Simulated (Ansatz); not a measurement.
# Preparing LiLaSO (P4/nmm) as a host crystal, part 3 of 4

Before any defect goes in: LiLaSO (P4/nmm) at rest, and how it screens a charge.

Ansatz 0.2.0; plane-wave PAW DFT, PBEsol; relaxation of the host's cell and atoms (the session's first sound run).

So far. Step 3 (Dielectric tensors of the host): The principal values of the electronic dielectric tensor are 5.12, 5.41 and 5.41. The principal values of the static dielectric tensor are 13.45, 20.61 and 20.61.

## (6) Defect free supercell relaxed from its symmetric sites

This cell, the one that will hold the defects, is built from the relaxed host. Its coarser k-points can move the atoms a little, so it is relaxed from the symmetric sites, as the reference for the test of stability.

This step: plane-wave PAW DFT, PBEsol; relaxation of the defect-free supercell from its symmetric sites (Ansatz 0.2.0).

The input, pristine.symmetric/input.yaml:

```yaml
crystal:
  lattice:
    - [7.9491828081, 7.9491828081, 0.0]
    - [-7.9491828081, 7.9491828081, 0.0]
    - [0.0, 0.0, 8.6338213126]
  atoms:
    - { symbol: Li, position: [0.0, 0.25, 0.5] }
    - { symbol: Li, position: [0.25, 0.0, 0.5] }
    - { symbol: Li, position: [0.0, 0.0, 0.5] }
    - { symbol: Li, position: [0.25, 0.25, 0.5] }
    - { symbol: La, position: [0.125, 0.125, 0.8559897345] }
    - { symbol: La, position: [0.375, 0.375, 0.8559897345] }
    - { symbol: La, position: [0.125, 0.375, 0.1440102655] }
    - { symbol: La, position: [0.375, 0.125, 0.1440102655] }
    - { symbol: S, position: [0.125, 0.375, 0.6628871403] }
    - { symbol: S, position: [0.375, 0.125, 0.6628871403] }
    - { symbol: S, position: [0.125, 0.125, 0.3371128597] }
    - { symbol: S, position: [0.375, 0.375, 0.3371128597] }
    - { symbol: O, position: [0.0, 0.0, 0.0] }
    - { symbol: O, position: [0.25, 0.25, 0.0] }
    - { symbol: O, position: [0.0, 0.25, 0.0] }
    - { symbol: O, position: [0.25, 0.0, 0.0] }
    - { symbol: Li, position: [0.0, 0.75, 0.5] }
    - { symbol: Li, position: [0.25, 0.5, 0.5] }
    - { symbol: Li, position: [0.0, 0.5, 0.5] }
    - { symbol: Li, position: [0.25, 0.75, 0.5] }
    - { symbol: La, position: [0.125, 0.625, 0.8559897345] }
    - { symbol: La, position: [0.375, 0.875, 0.8559897345] }
    - { symbol: La, position: [0.125, 0.875, 0.1440102655] }
    - { symbol: La, position: [0.375, 0.625, 0.1440102655] }
    - { symbol: S, position: [0.125, 0.875, 0.6628871403] }
    - { symbol: S, position: [0.375, 0.625, 0.6628871403] }
    - { symbol: S, position: [0.125, 0.625, 0.3371128597] }
    - { symbol: S, position: [0.375, 0.875, 0.3371128597] }
    - { symbol: O, position: [0.0, 0.5, 0.0] }
    - { symbol: O, position: [0.25, 0.75, 0.0] }
    - { symbol: O, position: [0.0, 0.75, 0.0] }
    - { symbol: O, position: [0.25, 0.5, 0.0] }
    - { symbol: Li, position: [0.5, 0.25, 0.5] }
    - { symbol: Li, position: [0.75, 0.0, 0.5] }
    - { symbol: Li, position: [0.5, 0.0, 0.5] }
    - { symbol: Li, position: [0.75, 0.25, 0.5] }
    - { symbol: La, position: [0.625, 0.125, 0.8559897345] }
    - { symbol: La, position: [0.875, 0.375, 0.8559897345] }
    - { symbol: La, position: [0.625, 0.375, 0.1440102655] }
    - { symbol: La, position: [0.875, 0.125, 0.1440102655] }
    - { symbol: S, position: [0.625, 0.375, 0.6628871403] }
    - { symbol: S, position: [0.875, 0.125, 0.6628871403] }
    - { symbol: S, position: [0.625, 0.125, 0.3371128597] }
    - { symbol: S, position: [0.875, 0.375, 0.3371128597] }
    - { symbol: O, position: [0.5, 0.0, 0.0] }
    - { symbol: O, position: [0.75, 0.25, 0.0] }
    - { symbol: O, position: [0.5, 0.25, 0.0] }
    - { symbol: O, position: [0.75, 0.0, 0.0] }
    - { symbol: Li, position: [0.5, 0.75, 0.5] }
    - { symbol: Li, position: [0.75, 0.5, 0.5] }
    - { symbol: Li, position: [0.5, 0.5, 0.5] }
    - { symbol: Li, position: [0.75, 0.75, 0.5] }
    - { symbol: La, position: [0.625, 0.625, 0.8559897345] }
    - { symbol: La, position: [0.875, 0.875, 0.8559897345] }
    - { symbol: La, position: [0.625, 0.875, 0.1440102655] }
    - { symbol: La, position: [0.875, 0.625, 0.1440102655] }
    - { symbol: S, position: [0.625, 0.875, 0.6628871403] }
    - { symbol: S, position: [0.875, 0.625, 0.6628871403] }
    - { symbol: S, position: [0.625, 0.625, 0.3371128597] }
    - { symbol: S, position: [0.875, 0.875, 0.3371128597] }
    - { symbol: O, position: [0.5, 0.5, 0.0] }
    - { symbol: O, position: [0.75, 0.75, 0.0] }
    - { symbol: O, position: [0.5, 0.75, 0.0] }
    - { symbol: O, position: [0.75, 0.5, 0.0] }
basis:
  ecutwfc: 420
  xc_grid: 2
hamiltonian:
  xc: pbesol
kpoints:
  mp_grid: { grid: [1, 1, 1], shift: [0.25, 0.25, 0.25] }
scf:
  occupations: { method: fermi_dirac, width: 0.01 }
  max_iter: 80
output:
  forces: true
relax:
  f_tol: 0.01
  max_steps: 60
  escape_saddle: false
checkpoint:
  write: "../pristine.symmetric.run"
  compress: false
  write_wavefunctions: false
  write_every: 100000
```

Launch:

```console
> ansatz run input.yaml --threads 4 --pin off --max-ram 7536MiB --backend cpu --events-out ev --progress --plain --runs-dir out
```

Numbers of over 12 decimals in the logs are rounded to 6 here.

Log:

```text
[...]
Crystal: 64 atoms, lattice volume = 1091.134 Å³
Basis set: ecut = 420 eV, 21369 PW (Γ), exchange–correlation on 160×160×120 points (8 copies of the dense FFT grid, shifted against one another)
Bands: 272, of which v1, the nominal top of the filled ones, is band 208 counted from 1 (207 counted from 0)
Symmetry: 32 space group operations
k-points: 1
[...]
SCF iter   1: F=—  HF=-125080.496744 eV  |F-HF|=—  |Δ(HF+E_count)|=         —  Δρ=9.59e-3  dr2=9.57e-1  ethr=1.77e-3  ⟨swp⟩=8.0  Hψ=1378  notcnv=0  defer=6
[...]
SCF iter   7: F=-125080.280215 eV  HF=-125080.280215 eV  |F-HF|=1.12e-7  |Δ(HF+E_count)|=   2.48e-6  Δρ=3.93e-6  dr2=1.87e-7  ethr=6.01e-10  ⟨swp⟩=4.0  Hψ=720  notcnv=0
SCF 1 converged in 7 iterations: F = -125080.280215 eV  dr2 = 1.87e-7
[...]
relax step   1: F+E_penalty+E_count = -125080.28021540 eV  Δ(F+E_penalty+E_count) = +0.000e0 eV  max|allowed force component| = 8.768e-3 eV/Å  Δτ_max = 0.0000 Å  (7 SCF iters, dr2 threshold 2.50e-6 eV, accepted)
[...]
SCF iter   3: F=-125080.280215 eV  HF=-125080.280215 eV  |F-HF|=1.14e-8  |Δ(HF+E_count)|=   5.92e-8  Δρ=2.05e-6  dr2=4.33e-8  ethr=2.10e-11  ⟨swp⟩=2.0  Hψ=864  notcnv=0
SCF 2 converged in 3 iterations: F = -125080.280215 eV  dr2 = 4.33e-8
relax step   2: F+E_penalty+E_count = -125080.28021542 eV  Δ(F+E_penalty+E_count) = -1.784e-8 eV  max|allowed force component| = 8.770e-3 eV/Å  Δτ_max = 0.0000 Å  (3 SCF iters, accepted)
SCF converged after 3 iterations
Free energy (F): -125080.280215 eV
[...]
Internal energy: -125080.280215 eV  (E = F + TS)
E sigma→0 (E₀):  -125080.280215 eV
Fermi energy:    9.065985 eV
[...]
--- Forces (eV/Å), atoms counted from 1 ---
  atom   1  Li    -0.00000000     0.00432398    -0.00516071
  atom   2  Li    -0.00000000     0.00432398    -0.00516071
  atom   3  Li    -0.00000000    -0.00432398     0.00516071
  atom   4  Li    -0.00000000    -0.00432398     0.00516071
  atom   5  La    -0.00000000    -0.00847634     0.00202478
  atom   6  La     0.00000000    -0.00847634     0.00202478
  atom   7  La     0.00000000     0.00847634    -0.00202478
  atom   8  La    -0.00000000     0.00847634    -0.00202478
  atom   9  S     -0.00000000    -0.00876954     0.00060283
  atom  10  S      0.00000000    -0.00876954     0.00060283
  atom  11  S     -0.00000000     0.00876954    -0.00060283
  atom  12  S     -0.00000000     0.00876954    -0.00060283
  atom  13  O      0.00000000    -0.00106564    -0.00095476
  atom  14  O      0.00000000    -0.00106564    -0.00095476
  atom  15  O     -0.00000000     0.00106564     0.00095476
  atom  16  O     -0.00000000     0.00106564     0.00095476
  atom  17  Li     0.00000000     0.00432398    -0.00516071
  atom  18  Li    -0.00000000     0.00432398    -0.00516071
  atom  19  Li     0.00000000    -0.00432398     0.00516071
  atom  20  Li     0.00000000    -0.00432398     0.00516071
  atom  21  La    -0.00000000    -0.00847634     0.00202478
  atom  22  La    -0.00000000    -0.00847634     0.00202478
  atom  23  La     0.00000000     0.00847634    -0.00202478
  atom  24  La     0.00000000     0.00847634    -0.00202478
  atom  25  S      0.00000000    -0.00876954     0.00060283
  atom  26  S      0.00000000    -0.00876954     0.00060283
  atom  27  S     -0.00000000     0.00876954    -0.00060283
  atom  28  S     -0.00000000     0.00876954    -0.00060283
  atom  29  O     -0.00000000    -0.00106564    -0.00095476
  atom  30  O     -0.00000000    -0.00106564    -0.00095476
  atom  31  O      0.00000000     0.00106564     0.00095476
  atom  32  O     -0.00000000     0.00106564     0.00095476
  atom  33  Li    -0.00000000     0.00432398    -0.00516071
  atom  34  Li    -0.00000000     0.00432398    -0.00516071
  atom  35  Li     0.00000000    -0.00432398     0.00516071
  atom  36  Li     0.00000000    -0.00432398     0.00516071
  atom  37  La    -0.00000000    -0.00847634     0.00202478
  atom  38  La     0.00000000    -0.00847634     0.00202478
  atom  39  La    -0.00000000     0.00847634    -0.00202478
  atom  40  La     0.00000000     0.00847634    -0.00202478
[...]
atom  53  La    -0.00000000    -0.00847634     0.00202478
  atom  54  La     0.00000000    -0.00847634     0.00202478
  atom  55  La     0.00000000     0.00847634    -0.00202478
  atom  56  La     0.00000000     0.00847634    -0.00202478
  atom  57  S     -0.00000000    -0.00876954     0.00060283
  atom  58  S     -0.00000000    -0.00876954     0.00060283
  atom  59  S      0.00000000     0.00876954    -0.00060283
  atom  60  S      0.00000000     0.00876954    -0.00060283
  atom  61  O      0.00000000    -0.00106564    -0.00095476
  atom  62  O     -0.00000000    -0.00106564    -0.00095476
  atom  63  O      0.00000000     0.00106564     0.00095476
  atom  64  O     -0.00000000     0.00106564     0.00095476
  max |Σ_I F_I| component: 4.47e-17 eV/Å
--- Relaxed structure (2 steps of the walk, 2 accepted, 0 SCFs on fresh bases) ---
  F+E_penalty+E_count = -125080.28021542 eV   max|allowed force component| = 8.770e-3 eV/Å
  atoms:
    - { symbol: Li, position: [0.0, 0.25, 0.500000] }
    - { symbol: Li, position: [0.25, 0.0, 0.500000] }
    - { symbol: Li, position: [0.0, 0.0, 0.500000] }
    - { symbol: Li, position: [0.25, 0.25, 0.500000] }
    - { symbol: La, position: [0.125, 0.125, 0.855990] }
    - { symbol: La, position: [0.375000, 0.375000, 0.855990] }
    - { symbol: La, position: [0.125000, 0.375, 0.144010] }
    - { symbol: La, position: [0.375, 0.125000, 0.144010] }
    - { symbol: S, position: [0.125000, 0.375, 0.662887] }
    - { symbol: S, position: [0.375, 0.125000, 0.662887] }
    - { symbol: S, position: [0.125, 0.125, 0.337113] }
    - { symbol: S, position: [0.375000, 0.375000, 0.337113] }
    - { symbol: O, position: [0.0, 0.0, 0.0] }
    - { symbol: O, position: [0.25, 0.25, 0.0] }
    - { symbol: O, position: [0.0, 0.25, 0.0] }
    - { symbol: O, position: [0.25, 0.0, 0.0] }
    - { symbol: Li, position: [0.0, 0.750000, 0.500000] }
    - { symbol: Li, position: [0.250000, 0.5, 0.500000] }
    - { symbol: Li, position: [0.0, 0.5, 0.500000] }
    - { symbol: Li, position: [0.250000, 0.75, 0.500000] }
    - { symbol: La, position: [0.125, 0.625, 0.855990] }
    - { symbol: La, position: [0.375, 0.875, 0.855990] }
    - { symbol: La, position: [0.125000, 0.875, 0.144010] }
    - { symbol: La, position: [0.375, 0.625, 0.144010] }
    - { symbol: S, position: [0.125000, 0.875, 0.662887] }
    - { symbol: S, position: [0.375, 0.625, 0.662887] }
    - { symbol: S, position: [0.125, 0.625, 0.337113] }
    - { symbol: S, position: [0.375, 0.875, 0.337113] }
    - { symbol: O, position: [0.0, 0.5, 0.0] }
    - { symbol: O, position: [0.250000, 0.75, 0.0] }
    - { symbol: O, position: [0.0, 0.750000, 0.0] }
    - { symbol: O, position: [0.250000, 0.5, 0.0] }
    - { symbol: Li, position: [0.5, 0.250000, 0.500000] }
    - { symbol: Li, position: [0.750000, 0.0, 0.500000] }
    - { symbol: Li, position: [0.5, 0.0, 0.500000] }
    - { symbol: Li, position: [0.75, 0.250000, 0.500000] }
    - { symbol: La, position: [0.625, 0.125, 0.855990] }
    - { symbol: La, position: [0.875, 0.375, 0.855990] }
    - { symbol: La, position: [0.625, 0.375, 0.144010] }
    - { symbol: La, position: [0.875, 0.125000, 0.144010] }
    - { symbol: S, position: [0.625, 0.375, 0.662887] }
    - { symbol: S, position: [0.875, 0.125000, 0.662887] }
    - { symbol: S, position: [0.625, 0.125, 0.337113] }
    - { symbol: S, position: [0.875, 0.375, 0.337113] }
    - { symbol: O, position: [0.5, 0.0, 0.0] }
    - { symbol: O, position: [0.75, 0.250000, 0.0] }
    - { symbol: O, position: [0.5, 0.250000, 0.0] }
    - { symbol: O, position: [0.750000, 0.0, 0.0] }
    - { symbol: Li, position: [0.5, 0.75, 0.500000] }
    - { symbol: Li, position: [0.75, 0.5, 0.500000] }
    - { symbol: Li, position: [0.5, 0.5, 0.500000] }
    - { symbol: Li, position: [0.750000, 0.750000, 0.500000] }
    - { symbol: La, position: [0.625, 0.625, 0.855990] }
    - { symbol: La, position: [0.875000, 0.875000, 0.855990] }
    - { symbol: La, position: [0.625000, 0.875000, 0.144010] }
    - { symbol: La, position: [0.875000, 0.625000, 0.144010] }
    - { symbol: S, position: [0.625000, 0.875000, 0.662887] }
    - { symbol: S, position: [0.875000, 0.625000, 0.662887] }
    - { symbol: S, position: [0.625, 0.625, 0.337113] }
    - { symbol: S, position: [0.875000, 0.875000, 0.337113] }
    - { symbol: O, position: [0.5, 0.5, 0.0] }
    - { symbol: O, position: [0.750000, 0.750000, 0.0] }
    - { symbol: O, position: [0.5, 0.75, 0.0] }
    - { symbol: O, position: [0.75, 0.5, 0.0] }
```

Elapsed: 11 s, on 4 threads of Arm Neoverse V2, shared host; peak memory 2 GiB.

No atom moved by 0.005 Å in the relaxation.

[end of part 3 of 4]

[Logs are printed without paths, hosts, clocks, repeated set-up lines and the standing remarks that a program may print on its own settings, such as how far it seeks lower states.]

[Hosts, paths, dates, database ids (printed as entryN), source tags and the programs' standing remarks are cut or masked in the printed files.]

[Runs of the host that timed out are not shown.]

[For some hosts the program warned that the k-mesh of the response run may be too coarse for force constants and the static dielectric constant; such warnings are not always shown.]
